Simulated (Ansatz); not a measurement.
# Lattice dynamics of YbPb (P4/mmm), part 2 of 3

Wanted: phonon frequencies of YbPb (P4/mmm) and what follows from them.

Ansatz 0.2.0; DFT PBEsol, scalar-relativistic, plane waves, PAW.

So far: Set-up; Bringing the structure to rest. The relaxed cell has a = 3.515, c = 4.436 Å (conventional setting).

**3. Relaxing to small forces for the phonons**

Phonons need a cell at rest on their own settings, so the relaxation is repeated with tight tolerances on forces and stress on the k mesh and occupations of the first response run.

input.yaml

```yaml
crystal:
  lattice:
    - [3.5150650436, 0.0, 0.0]
    - [0.0, 3.5150650436, 0.0]
    - [0.0, 0.0, 4.4355189618]
  atoms:
    - { symbol: Yb, position: [0.5, 0.5, 0.5] }
    - { symbol: Pb, position: [0.0, 0.0, 0.0] }
kpoints:
  mp_grid: { grid: [12, 12, 12] }
hamiltonian:
  xc: pbesol
scf:
  occupations: { method: methfessel_paxton, width: 0.2 }
output:
  forces: true
  stress: true
  eigenvalues: true
  write_density: true
  write_potential: true
  elf: true
  volumetric_format: npy
relax:
  adjacent_minimum: "off"
  f_tol: 0.001
  max_steps: 60
  cell: { stress_tol: 0.01 }
```

Command:

```console
$ ansatz run input.yaml --threads 8 --pin off --max-ram 14336MiB --backend cpu --events-out ev --progress --plain --runs-dir out
```

Numbers of over 12 decimals in the logs are rounded to 6 here.

What it wrote:

```text
[...]
Crystal: 2 atoms, lattice volume = 54.804 Å³
Basis set: ecut = 420 eV, 1035 PW (Γ), exchange–correlation on 48×48×60 points (8 copies of the dense FFT grid, shifted against one another)
Bands: 23, of which v1, the nominal top of the filled ones, is band 19 counted from 1 (18 counted from 0)
Symmetry: 16 space group operations
[...]
k-points: 196 of 1728
[...]
k-point 195: bands = [... 15 lower, 13.1571, 13.1670, 13.1670, 13.1723, 13.1894, 17.0024, 17.4687, 17.4687]
--- Relaxed structure (4 steps of the walk, 4 accepted, 1 SCFs on fresh bases) ---
[...]
cell:  # Å, volume = 54.3548 Å³
    - [3.510067, 0, 0.0]
    - [0, 3.510067, 0.0]
    - [0.0, 0.0, 4.411709]
  atoms:
    - { symbol: Yb, position: [0.5, 0.5, 0.500000] }
    - { symbol: Pb, position: [0, 0, 0.0] }
[key lines of the parts left out:]
SCF converged after 8 iterations
Free energy (F): -25432.474707 eV
Fermi energy:    13.357935 eV
P = ⅓ Tr σ = -0.0013 GPa (-0.013 kbar)
```

It took 8 s on 8 threads of AMD EPYC 9R14 (Zen 4), shared host; peak memory 0.64 GiB; 53 s of CPU time.

The steps of the relaxation:

| step | energy less that of the first step (eV) | largest force component (eV/Å) | pressure (GPa) | volume (Å³) |
| --- | --- | --- | --- | --- |
| 1 | 0.0000 | 0.0000 | -0.38 | 54.80 |
| 2 | -0.0007 | 0.0000 | 0.05 | 54.30 |
| 3 | -0.0007 | 0.0000 | 0.00 | 54.35 |
| 4 | -0.0007 | 0.0000 | 0.00 | 54.35 |
| 5* | -0.0006 | 0.0000 | 0.00 | 54.35 |

Relaxation steps marked * repeat the geometry before them on a plane-wave basis chosen anew for their cell, so energy and pressure can jump there.

The run keeps the 16 symmetry operations that it works with, so distortions that break them were not tested.

| conventional cell, symmetrised | before | after | change |
| --- | --- | --- | --- |
| a (Å) | 3.515 | 3.510 | -0.1 % |
| b (Å) | 3.515 | 3.510 | -0.1 % |
| c (Å) | 4.436 | 4.412 | -0.5 % |
| volume (Å³/atom) | 27.40 | 27.18 | -0.8 % |

Final coordinates:

```
Yb Pb
1.0
     3.51007    0.00000    0.00000
     0.00000    3.51007    0.00000
     0.00000    0.00000    4.41171
Yb Pb
1 1
Direct
  0.50000 0.50000 0.50000
  0.00000 0.00000 0.00000
```

Numbers from this step:

- pressure: -0.001343 GPa
- volume per atom: 27.18 Å³

Valence density in the ac plane at fractional y = 0.500, with atoms of Yb within 0.2 Å of it. It is the smooth field of the valence electrons, not physical close to the nuclei.

Ten steps, logarithmic in the rise over the least value, from '_' (0 e/Å³) to '@' (36 e/Å³), each cell a mean:
```
____________________________
____________________________
____________________________
____________________________
__________..::::::..________
________::--++++==--..______
______..--**##%%##++--..____
______::==##@@@@%%##==..____
______::++##@@@@@@##==..____
______..==**%%%%##**--..____
______..::==++**++==::______
________..::::--::....______
____________....____________
____________________________
____________________________
____________________________
____________________________
```
Columns run along a (3.5 Å), rows up along c (4.4 Å). Atoms in or near the plane, at fractional coordinates: Yb at (0.50, 0.50).

ELF in the ac plane at fractional y = 0.500, with atoms of Yb within 0.2 Å of it. It is the smooth field of the valence electrons, not physical close to the nuclei.

Ten even steps from '_' (0.05) to '@' (0.80), each cell a mean:
```
----::::::..........::::::--
------::....______....::----
----::..____________..::::--
----..________..______..::--
::::____..--======::____..::
....__..==##%%%%%%**--____..
______--##@@@@@@@@@@**::____
______==%%@@@@%%@@@@##--____
______==%%@@@@%%@@@@##--____
______--##@@@@@@@@@@**::____
..____..++%%@@@@@@##==..__..
::..____..==++**++--..____::
--::..______......______..--
----::..______________..::--
------::..__________..::----
----::::::..........::::----
::::::::::........::::::::::
```
Columns run along a (3.5 Å), rows up along c (4.4 Å). Atoms in or near the plane, at fractional coordinates: Yb at (0.50, 0.50).

Electrostatic potential energy in the ac plane at fractional y = 0.500, with atoms of Yb within 0.2 Å of it. With pseudopotentials it is smooth inside the atoms' cores, unlike the true potential.

Ten even steps from '_' (-47 eV) to '@' (16 eV), each cell a mean:
```
@@@@@@@@@@@@@@@@@@@@@@@@@@@@
@@@@@@@@@@@@@@@@@@@@@@@@@@@@
@@@@@@@@@@@@@@@@@@@@@@@@@@@@
@@@@@@@@@@%%%%%%%%%%@@@@@@@@
@@@@@@@@%%##******##%%@@@@@@
@@@@@@%%**++----==++##%%@@@@
@@@@%%##++::..__..--++%%@@@@
@@@@%%**--..______..==##%%@@
@@@@%%**--..______..==##%%@@
@@@@%%##==::____..::++##@@@@
@@@@@@%%**==--::--==**%%@@@@
@@@@@@@@%%**++++**##%%@@@@@@
@@@@@@@@@@%%%%%%%%%%@@@@@@@@
@@@@@@@@@@@@@@@@@@@@@@@@@@@@
@@@@@@@@@@@@@@@@@@@@@@@@@@@@
@@@@@@@@@@@@@@@@@@@@@@@@@@@@
@@@@@@@@@@@@@@@@@@@@@@@@@@@@
```
Columns run along a (3.5 Å; values clipped at the 3rd and 97th percentile), rows up along c (4.4 Å). Atoms in or near the plane, at fractional coordinates: Yb at (0.50, 0.50).

The forces vanish by symmetry and the pressure is -0.001 GPa, within the tolerances set. The cell now holds 27.18 Å³/atom.

**4. Zone-centre response**

The zone centre comes first: it holds the modes that light can see, as far as symmetry allows. No field response is asked, since the mesh shows no gap.

input.yaml, the sections that differ from step 3:

```yaml
crystal:
  lattice:
    - [3.5100672859, 0.0, 0.0]
    - [0.0, 3.5100672859, 0.0]
    - [0.0, 0.0, 4.4117092552]
  atoms:
    - { symbol: Yb, position: [0.5, 0.5, 0.5] }
    - { symbol: Pb, position: [0.0, 0.0, 0.0] }
output:
  eigenvalues: true
phonons:
  method: dfpt
# kpoints, hamiltonian, scf: as in step 3
# relax: removed
```

What it wrote:

```text
zone centre: on kpoints.mp_grid the ground state, and the responses unless they are solved on pairs of k-points, stand on 343 of the mesh's 1728 k-points, reduced under 8 symmetry operations, with k and −k counted as one. Each operation leaves every solved displacement unchanged or reverses it
[...]
Crystal: 2 atoms, lattice volume = 54.355 Å³
Basis set: ecut = 420 eV, 1035 PW (Γ), exchange–correlation on 48×48×60 points (8 copies of the dense FFT grid, shifted against one another)
Bands: 23, of which v1, the nominal top of the filled ones, is band 19 counted from 1 (18 counted from 0)
Symmetry: 16 space group operations
k-points: 343 of 1728 (irreducible under 8 space group operations)
[...]
SCF iter   1: F=—  HF=-25432.520077 eV  |F-HF|=—  |Δ(HF+E_count)|=         —  Δρ=2.83e-2  dr2=3.95e-1  ethr=3.10e-3  ⟨swp⟩=5.2  Hψ=33481  notcnv=0
[...]
SCF iter  17: F=-25432.474707 eV  HF=-25432.474707 eV  |F-HF|=2.55e-11  |Δ(HF+E_count)|=  7.28e-12  S|Δr|=    0.00e0  Δρ=6.78e-8  dr2=5.26e-12  ethr=1.00e-12  ⟨swp⟩=7.0  Hψ=45331  notcnv=0
SCF 1 converged in 17 iterations: F = -25432.474707 eV  dr2 = 5.26e-12
[...]
DFPT response loops at Γ: preconditioner auto → Kerker (q_TF=auto, 2.570 Å⁻¹) (partly filled bands, converged f_vac=0.000); β = 1.00, the filter's whole step (`scf.mixing.beta` (0.50) is not read by the response loops under this deck's `scf.mixing.preconditioner`; to damp them name `kerker` or `kerker_dos`, under which they read `scf.mixing.beta`, and type it under 1.00, their step now; both keys bind the ground state too); Broyden in place of MSR1
SCF converged after 17 iterations
[...]
Free energy (F): -25432.474707 eV
[...]
Internal energy: -25432.588718 eV  (E = F + TS)
E sigma→0 (E₀):  -25432.503210 eV
Entropy (-TS):   0.114011 eV (57.006 meV/atom)
Fermi energy:    13.357935 eV
[...]
--- Band table (eV; the first three rows and the last of 343) ---
  k-point 0: bands = [... 15 lower, 13.1308, 13.1332, 13.1332, 13.5950, 14.1857, 16.8549, 16.8549, 17.3562]
  k-point 1: bands = [... 15 lower, 13.1314, 13.1364, 13.1364, 14.1444, 14.1917, 16.6178, 16.6178, 17.5872]
  k-point 2: bands = [... 15 lower, 13.1326, 13.1460, 13.1460, 14.2084, 14.9314, 16.1900, 16.1900, 18.2608]
  k-point 342: bands = [... 15 lower, 13.1571, 13.1670, 13.1670, 13.1723, 13.1894, 17.0024, 17.4687, 17.4687]
--- Phonons (Γ-DFPT): 4 representative perturbations + reference, on 343 of 1728 k-points (Σ response iterations 12) ---
  k mesh reduced under 8 symmetry operations, with k and −k counted as one. Each operation leaves every solved displacement unchanged or reverses it
  ASR residual: 7.792e-5 → 0.000e0 eV/Å²; symmetrization residual: 3.244e-5 eV/Å²
  ASR residual per site (eV/Å²): 7.79e-5 5.65e-5
  Γ frequencies (cm⁻¹): 0.00 0.00 0.00 78.09 78.09 102.17
  non-analytic LO–TO correction: not included (Born effective charges unavailable; polar crystals: no LO–TO splitting at Γ)
```

Wall time 22 s (8 threads); peak memory 1.6 GiB.

The column dr2 measures how far the density is from self-consistency, as an energy; F and HF (Harris–Foulkes) agree once it is small.

This step gave:

| Property | Result |
| --- | --- |
| sum-rule residual before enforcement | 7.79e-5 eV/Å² |
| point group | 4/mmm |
| highest optical mode at the zone centre (no LO-TO term) | 102.2 cm⁻¹ |
| lowest optical zone-centre mode | 78.09 cm⁻¹ |

Patterns of degenerate modes are one choice out of their space. The modes at Γ (shares of kinetic energy by element, %):

| mode | frequency (cm⁻¹) | symmetry | Yb % | Pb % |
| --- | --- | --- | --- | --- |
| 1 | 0.0 | acoustic | 46 | 54 |
| 2 | 0.0 | acoustic | 46 | 54 |
| 3 | 0.0 | acoustic | 46 | 54 |
| 4 | 78.1 | Eu | 54 | 46 |
| 5 | 78.1 | Eu | 54 | 46 |
| 6 | 102.2 | A2u | 54 | 46 |

Displacements in mode 4 (78.1 cm⁻¹), the largest set to 1:
```
Yb1  0.00  1.00  0.00
Pb2  0.00 -0.84  0.00
```

Displacements in mode 6 (102.2 cm⁻¹), the largest set to 1:
```
Yb1  0.00  0.00  1.00
Pb2  0.00  0.00 -0.84
```

Before it was imposed, the acoustic sum rule was missed by 7.8e-5 eV/Å². Small misses are needed for a sound result but don't prove that mesh and cutoff are converged. The lowest optical mode is real, 78.1 cm⁻¹.

(Continued in part 3 of 3.)

[Logs are printed without paths, hosts, clocks, repeated set-up lines and the standing remarks that a program may print on its own settings, such as how far it seeks lower states.]

[Hosts, paths, dates, database ids (printed as entryN), source tags and the programs' standing remarks are cut or masked in the printed files.]
